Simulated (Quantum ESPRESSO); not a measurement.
# SrCl2 (Fm-3m): a volume series of phonon spectra, part 3 of 8

Wanted: mode Grüneisen parameters of SrCl2 and a free-energy fit over volumes.

Quantum ESPRESSO 7.5; DFT PBE, scalar-relativistic, plane waves, GBRV ultrasoft pseudopotentials.

So far. Step 2 (Probe on a coarse mesh): The start is under 0.96 GPa at this level and looks like an insulator or semiconductor on this mesh. Step 3 (Relaxation): After the last step pw.x solved the final cell once more on a basis chosen for it, which moves the energy without moving the atoms.

### 4. Ground state at this cell

A tight ground state at this cell gives the energy of this member; its pressure is the stress at this cutoff, which can carry an offset from the finite basis.

scf.in

```
&CONTROL
  calculation = 'scf'
  prefix      = 'x'
  outdir      = './tmp'
  pseudo_dir  = './pseudo'
  tprnfor     = .true.
  tstress     = .true.
/
&SYSTEM
  ibrav       = 0
  nat         = 3
  ntyp        = 2
  ecutwfc     = 40.0
  ecutrho     = 240.0
  occupations = 'fixed'
  nbnd        = 14
/
&ELECTRONS
  conv_thr         = 1.0d-12
  mixing_beta      = 0.7
  electron_maxstep = 100
/
ATOMIC_SPECIES
 Sr     87.6200  Sr.upf
 Cl     35.4500  Cl.upf
CELL_PARAMETERS angstrom
     0.000000000    3.519622875    3.519622875
     3.519622875    0.000000000    3.519622875
     3.519622875    3.519622875    0.000000000
ATOMIC_POSITIONS crystal
 Sr     0.000000000   0.000000000   0.000000000
 Cl     0.250000000   0.250000000   0.250000000
 Cl     0.750000000   0.750000000   0.750000000
K_POINTS automatic
 8 8 8 0 0 0
```

Started as:

```console
$ OMP_NUM_THREADS=1 mpirun -n 8 pw.x -nk 8 -in scf.in > scf.out
```

Log:

```text
[banner, memory and clock lines left out]
Program PWSCF v.7.5

     Message from routine setup:
     using ibrav=0 with symmetry is DISCOURAGED, use correct ibrav instead

     G-vector sticks info

     bravais-lattice index     =            0
     lattice parameter (alat)  =       9.4061  a.u.
     unit-cell volume          =     588.4574 (a.u.)^3
     number of atoms/cell      =            3
     number of atomic types    =            2
     number of electrons       =        24.00
     number of Kohn-Sham states=           14
     kinetic-energy cutoff     =      40.0000  Ry
     charge density cutoff     =     240.0000  Ry
     scf convergence threshold =      1.0E-12
     mixing beta               =       0.7000
     number of iterations used =            8  plain     mixing
     Exchange-correlation=  SLA  PW   PBX  PBC
                           (   1   4   3   4   0   0   0)

     celldm(1)=   9.406109  celldm(2)=   0.000000  celldm(3)=   0.000000
     celldm(4)=   0.000000  celldm(5)=   0.000000  celldm(6)=   0.000000

     crystal axes: (cart. coord. in units of alat)
               a(1) = (   0.000000   0.707107   0.707107 )
               a(2) = (   0.707107   0.000000   0.707107 )
               a(3) = (   0.707107   0.707107   0.000000 )

     reciprocal axes: (cart. coord. in units 2 pi/alat)
               b(1) = ( -0.707107  0.707107  0.707107 )
               b(2) = (  0.707107 -0.707107  0.707107 )
               b(3) = (  0.707107  0.707107 -0.707107 )

     PseudoPot. # 1 for Sr read from file:
     ./pseudo/Sr.upf
     Pseudo is Ultrasoft + core correction, Zval = 10.0
     Using radial grid of  883 points,  6 beta functions with:
                l(1) =   0
                l(2) =   0
                l(3) =   1
                l(4) =   1
                l(5) =   2
                l(6) =   2
     Q(r) pseudized with  6 coefficients,  rinner =    1.400   1.400   1.400
                                                       1.400   1.400

     PseudoPot. # 2 for Cl read from file:
     ./pseudo/Cl.upf
     Pseudo is Ultrasoft + core correction, Zval =  7.0
     Using radial grid of  909 points,  6 beta functions with:
                l(1) =   0
                l(2) =   0
                l(3) =   1
                l(4) =   1
                l(5) =   2
                l(6) =   2
     Q(r) pseudized with  8 coefficients,  rinner =    1.300   1.300   1.300
                                                       1.300   1.300

     atomic species   valence    mass     pseudopotential
     Sr               10.00    87.62000     Sr( 1.00)
     Cl                7.00    35.45000     Cl( 1.00)

     48 Sym. Ops., with inversion, found

   Cartesian axes

     site n.     atom                  positions (alat units)
         1        Sr     tau(   1) = (   0.0000000   0.0000000   0.0000000  )
         2        Cl     tau(   2) = (   0.3535534   0.3535534   0.3535534  )
         3        Cl     tau(   3) = (   1.0606602   1.0606602   1.0606602  )

     number of k points=    29
                       cart. coord. in units 2pi/alat
        k(    1) = (   0.0000000   0.0000000   0.0000000), wk =   0.0039062
        k(    2) = (   0.0883883   0.0883883  -0.0883883), wk =   0.0312500
        k(    3) = (   0.1767767   0.1767767  -0.1767767), wk =   0.0312500
        k(    4) = (   0.2651650   0.2651650  -0.2651650), wk =   0.0312500
        k(    5) = (  -0.3535534  -0.3535534   0.3535534), wk =   0.0156250
        k(    6) = (   0.1767767   0.0000000   0.0000000), wk =   0.0234375
        k(    7) = (   0.2651650   0.0883883  -0.0883883), wk =   0.0937500
        k(    8) = (   0.3535534   0.1767767  -0.1767767), wk =   0.0937500
        k(    9) = (  -0.2651650  -0.4419417   0.4419417), wk =   0.0937500
        k(   10) = (  -0.1767767  -0.3535534   0.3535534), wk =   0.0937500
        k(   11) = (  -0.0883883  -0.2651650   0.2651650), wk =   0.0937500
        k(   12) = (   0.0000000  -0.1767767   0.1767767), wk =   0.0468750
        k(   13) = (   0.3535534   0.0000000   0.0000000), wk =   0.0234375
        k(   14) = (   0.4419417   0.0883883  -0.0883883), wk =   0.0937500
        k(   15) = (  -0.1767767  -0.5303301   0.5303301), wk =   0.0937500
        k(   16) = (  -0.0883883  -0.4419417   0.4419417), wk =   0.0937500
[...]
k(   22) = (   0.3535534   0.1767767   0.0000000), wk =   0.0937500
        k(   23) = (  -0.2651650  -0.4419417   0.6187184), wk =   0.1875000
        k(   24) = (  -0.1767767  -0.3535534   0.5303301), wk =   0.0937500
        k(   25) = (  -0.1767767  -0.5303301   0.7071068), wk =   0.0937500
        k(   26) = (  -0.0883883  -0.4419417   0.6187184), wk =   0.1875000
        k(   27) = (   0.0000000  -0.3535534   0.5303301), wk =   0.0937500
        k(   28) = (  -0.7071068   0.1767767  -0.0000000), wk =   0.0468750
        k(   29) = (  -0.7071068   0.3535534   0.0000000), wk =   0.0234375

     Dense  grid:    36853 G-vectors     FFT dimensions: (  48,  48,  48)

     Smooth grid:    20107 G-vectors     FFT dimensions: (  40,  40,  40)

     Check: negative core charge=   -0.000003

     Initial potential from superposition of free atoms

     starting charge      23.9663, renormalised to      24.0000

     negative rho (up, down):  9.482E-02 0.000E+00
     Starting wfcs are   21 randomized atomic wfcs

     per-process dynamical memory:    40.2 Mb

     Self-consistent Calculation

     iteration #  1     ecut=    40.00 Ry     beta= 0.70
     Davidson diagonalization with overlap
     ethr =  1.00E-02,  avg # of iterations =  3.2

     Threshold (ethr) on eigenvalues was too large:
     Diagonalizing with lowered threshold

     Davidson diagonalization with overlap
     ethr =  6.40E-04,  avg # of iterations =  1.1

     negative rho (up, down):  9.668E-02 0.000E+00

     total energy              =    -137.22945637 Ry
     estimated scf accuracy    <       0.14578016 Ry

     iteration #  2     ecut=    40.00 Ry     beta= 0.70
     Davidson diagonalization with overlap
     ethr =  6.07E-04,  avg # of iterations =  3.1

     negative rho (up, down):  9.631E-02 0.000E+00

     total energy              =    -137.27457791 Ry
     estimated scf accuracy    <       0.03231754 Ry

     iteration #  3     ecut=    40.00 Ry     beta= 0.70
     Davidson diagonalization with overlap
     ethr =  1.35E-04,  avg # of iterations =  2.3

     negative rho (up, down):  9.651E-02 0.000E+00

     total energy              =    -137.27979582 Ry
     estimated scf accuracy    <       0.00086194 Ry

     iteration #  4     ecut=    40.00 Ry     beta= 0.70
[...]
negative rho (up, down):  9.641E-02 0.000E+00

     total energy              =    -137.28007284 Ry
     estimated scf accuracy    <       0.00000007 Ry

     iteration #  8     ecut=    40.00 Ry     beta= 0.70
     Davidson diagonalization with overlap
     ethr =  3.07E-10,  avg # of iterations =  4.6

     negative rho (up, down):  9.641E-02 0.000E+00

     total energy              =    -137.28007289 Ry
     estimated scf accuracy    <          1.1E-10 Ry

     iteration #  9     ecut=    40.00 Ry     beta= 0.70
     Davidson diagonalization with overlap
     ethr =  4.39E-13,  avg # of iterations =  8.2

     negative rho (up, down):  9.641E-02 0.000E+00

     total energy              =    -137.28007289 Ry
     estimated scf accuracy    <          1.2E-09 Ry

     iteration # 10     ecut=    40.00 Ry     beta= 0.70
     Davidson diagonalization with overlap
     ethr =  4.39E-13,  avg # of iterations =  3.4

     negative rho (up, down):  9.641E-02 0.000E+00

     total energy              =    -137.28007289 Ry
     estimated scf accuracy    <          1.1E-10 Ry

     iteration # 11     ecut=    40.00 Ry     beta= 0.70
     Davidson diagonalization with overlap
     ethr =  4.39E-13,  avg # of iterations =  2.3

     negative rho (up, down):  9.641E-02 0.000E+00

     total energy              =    -137.28007289 Ry
     estimated scf accuracy    <          1.3E-12 Ry

     iteration # 12     ecut=    40.00 Ry     beta= 0.70
     Davidson diagonalization with overlap
     ethr =  1.00E-13,  avg # of iterations =  1.0

     negative rho (up, down):  9.641E-02 0.000E+00

     End of self-consistent calculation

          k = 0.0000 0.0000 0.0000 (  2565 PWs)   bands (ev):

   -30.0115 -11.9951 -11.9951 -11.9951 -10.3096  -9.5153   0.8829   0.8829
     0.8829   2.5847   2.5847   2.5847   8.1482   9.0231

          k = 0.0884 0.0884-0.0884 (  2538 PWs)   bands (ev):

   -30.0111 -12.0395 -11.9969 -11.9969 -10.2300  -9.5472   0.9382   0.9382
     0.9842   2.4050   2.5026   2.5026   8.4931   9.1394

          k = 0.1768 0.1768-0.1768 (  2529 PWs)   bands (ev):

   -30.0101 -12.1324 -12.0012 -12.0012 -10.0622  -9.6104   1.0901   1.0901
     1.2238   2.0227   2.2950   2.2950   9.2553   9.3869

          k = 0.2652 0.2652-0.2652 (  2506 PWs)   bands (ev):

   -30.0092 -12.2106 -12.0054 -12.0054  -9.9515  -9.6257   1.2945   1.2945
     1.4385   1.7058   2.0462   2.0462   9.5658   9.8409

          k =-0.3536-0.3536 0.3536 (  2512 PWs)   bands (ev):

   -30.0088 -12.2398 -12.0072 -12.0072  -9.9345  -9.6050   1.4248   1.4248
     1.4662   1.6426   1.9005   1.9005   9.6126   9.6126

          k = 0.1768 0.0000 0.0000 (  2541 PWs)   bands (ev):

   -30.0110 -12.0503 -11.9993 -11.9993 -10.2024  -9.5587   0.9048   0.9048
     1.1259   2.1345   2.5932   2.5932   8.5616   9.1763

          k = 0.2652 0.0884-0.0884 (  2532 PWs)   bands (ev):

   -30.0102 -12.1201 -12.0075 -12.0041 -10.0594  -9.6155   0.9770   0.9849
     1.4175   1.7198   2.4865   2.5165   9.0826   9.3191

          k = 0.3536 0.1768-0.1768 (  2502 PWs)   bands (ev):

   -30.0092 -12.1905 -12.0233 -12.0084  -9.9231  -9.6523   1.1188   1.1316
     1.3525   1.7635   2.2663   2.3084   9.3075   9.7841

          k =-0.2652-0.4419 0.4419 (  2507 PWs)   bands (ev):

   -30.0086 -12.2254 -12.0375 -12.0097  -9.8891  -9.6277   1.1263   1.2344
     1.3361   1.9863   2.0339   2.1373   9.3860   9.7077

          k =-0.1768-0.3536 0.3536 (  2507 PWs)   bands (ev):

   -30.0088 -12.2145 -12.0399 -12.0072  -9.8931  -9.6367   1.0242   1.3634
     1.4872   1.8126   1.8281   2.3451   9.3741   9.6798

          k =-0.0884-0.2652 0.2652 (  2516 PWs)   bands (ev):

   -30.0095 -12.1628 -12.0281 -12.0025  -9.9631  -9.6450   0.9487   1.3098
     1.5117   1.6617   1.9969   2.5322   9.3265   9.5353

          k = 0.0000-0.1768 0.1768 (  2541 PWs)   bands (ev):

   -30.0105 -12.0909 -12.0091 -11.9982 -10.1192  -9.5913   0.9077   1.0819
     1.1981   2.0630   2.2757   2.6039   8.9373   9.2568

          k = 0.3536 0.0000 0.0000 (  2525 PWs)   bands (ev):

   -30.0097 -12.1637 -12.0095 -12.0095  -9.9581  -9.6600   0.9701   0.9701
     1.2558   1.7693   2.5928   2.5928   8.9502   9.5979

          k = 0.4419 0.0884-0.0884 (  2511 PWs)   bands (ev):

   -30.0089 -12.2117 -12.0288 -12.0143  -9.8289  -9.7062   0.8899   1.0348
     1.0536   2.1552   2.5007   2.5046   8.9041   9.9969

          k =-0.1768-0.5303 0.5303 (  2514 PWs)   bands (ev):

   -30.0083 -12.2203 -12.0725 -12.0156  -9.7927  -9.6781   0.7051   1.0867
     1.2086   2.2697   2.3556   2.4648   9.0043   9.9690

          k =-0.0884-0.4419 0.4419 (  2517 PWs)   bands (ev):

   -30.0083 -12.1888 -12.1138 -12.0127  -9.7946  -9.6688   0.7103   1.1313
     1.4236   1.9535   2.1800   2.6255   9.1234   9.9270

          k = 0.0000-0.3536 0.3536 (  2517 PWs)   bands (ev):

[...]
k = 0.5303-0.0000 0.0000 (  2506 PWs)   bands (ev):

[...]
k =-0.0884-0.6187 0.6187 (  2502 PWs)   bands (ev):

[...]
k = 0.0000-0.5303 0.5303 (  2522 PWs)   bands (ev):

[...]
k =-0.7071 0.0000 0.0000 (  2498 PWs)   bands (ev):

[...]
k = 0.3536 0.1768 0.0000 (  2518 PWs)   bands (ev):

   -30.0094 -12.1686 -12.0328 -12.0068  -9.9233  -9.6671   0.9249   1.1712
[...]
k =-0.2652-0.4419 0.6187 (  2504 PWs)   bands (ev):

   -30.0086 -12.1981 -12.0703 -12.0115  -9.8255  -9.6813   0.9048   1.0223
[...]
k =-0.1768-0.3536 0.5303 (  2518 PWs)   bands (ev):

   -30.0083 -12.2049 -12.0898 -12.0137  -9.8170  -9.6552   0.8691   0.9544
[...]
k =-0.1768-0.5303 0.7071 (  2502 PWs)   bands (ev):

   -30.0083 -12.2329 -12.0568 -12.0188  -9.7391  -9.7304   0.6220   0.9565
     1.2430   2.2794   2.4954   2.6009   8.8427   9.9682

          k =-0.0884-0.4419 0.6187 (  2508 PWs)   bands (ev):

   -30.0080 -12.2082 -12.1115 -12.0205  -9.7467  -9.6836   0.5542   0.8938
     1.4596   2.0211   2.5450   2.7147   9.0064   9.9802

          k = 0.0000-0.3536 0.5303 (  2507 PWs)   bands (ev):

   -30.0081 -12.1696 -12.1428 -12.0171  -9.7453  -9.6997   0.6741   0.8912
     1.6958   1.7294   2.4198   2.6971   9.1237   9.8571

          k =-0.7071 0.1768-0.0000 (  2504 PWs)   bands (ev):

   -30.0079 -12.2569 -12.0668 -12.0241  -9.7678  -9.6505   0.3643   0.9734
     1.2789   2.2831   2.5674   2.8669   8.6991   9.9235

          k =-0.7071 0.3536 0.0000 (  2520 PWs)   bands (ev):

   -30.0079 -12.1650 -12.1650 -12.0243  -9.7061  -9.7061   0.5389   0.7706
     1.7471   1.7471   2.6163   2.8117   9.1316  10.0658

     highest occupied, lowest unoccupied level (ev):     2.9084    8.1482

!    total energy              =    -137.28007289 Ry
     estimated scf accuracy    <          5.1E-13 Ry

     The total energy is the sum of the following terms:
     one-electron contribution =     -30.55671020 Ry
     hartree contribution      =      23.70373031 Ry
     xc contribution           =     -37.27451333 Ry
     ewald contribution        =     -93.15257966 Ry

     convergence has been achieved in  12 iterations

     negative rho (up, down):  9.641E-02 0.000E+00

     Forces acting on atoms (cartesian axes, Ry/au):

     atom    1 type  1   force =    -0.00000000   -0.00000000    0.00000000
     atom    2 type  2   force =     0.00000000   -0.00000000   -0.00000000
     atom    3 type  2   force =    -0.00000000    0.00000000    0.00000000

     Total force =     0.000000     Total SCF correction =     0.000000

     Computing stress (Cartesian axis) and pressure

     negative rho (up, down):  9.641E-02 0.000E+00
          total   stress  (Ry/bohr**3)                   (kbar)     P=        0.04
   0.00000030   0.00000000   0.00000000            0.04        0.00        0.00
   0.00000000   0.00000030   0.00000000            0.00        0.04        0.00
   0.00000000   0.00000000   0.00000030            0.00        0.00        0.04

     XML data file, charge density, pseudopotentials, collected wavefunctions
```

The job ended after 7 s (8 MPI ranks of Arm Neoverse V2, shared host; 50 s of CPU time).

Numbers from this step:

```
pressure : 0.004 GPa
```

On a basis chosen for the relaxed cell the pressure is 0.004 GPa, small enough for phonons.

[end of part 3 of 8]

[Logs are printed without paths, hosts, clocks, repeated set-up lines and the standing remarks that a program may print on its own settings, such as how far it seeks lower states.]

[Hosts, paths, dates, database ids (printed as entryN), source tags and the programs' standing remarks are cut or masked in the printed files.]

[A step with changed settings may run another functional than the one named; its input shows which.]

[Of the runs on displaced cells, only some may be shown.]
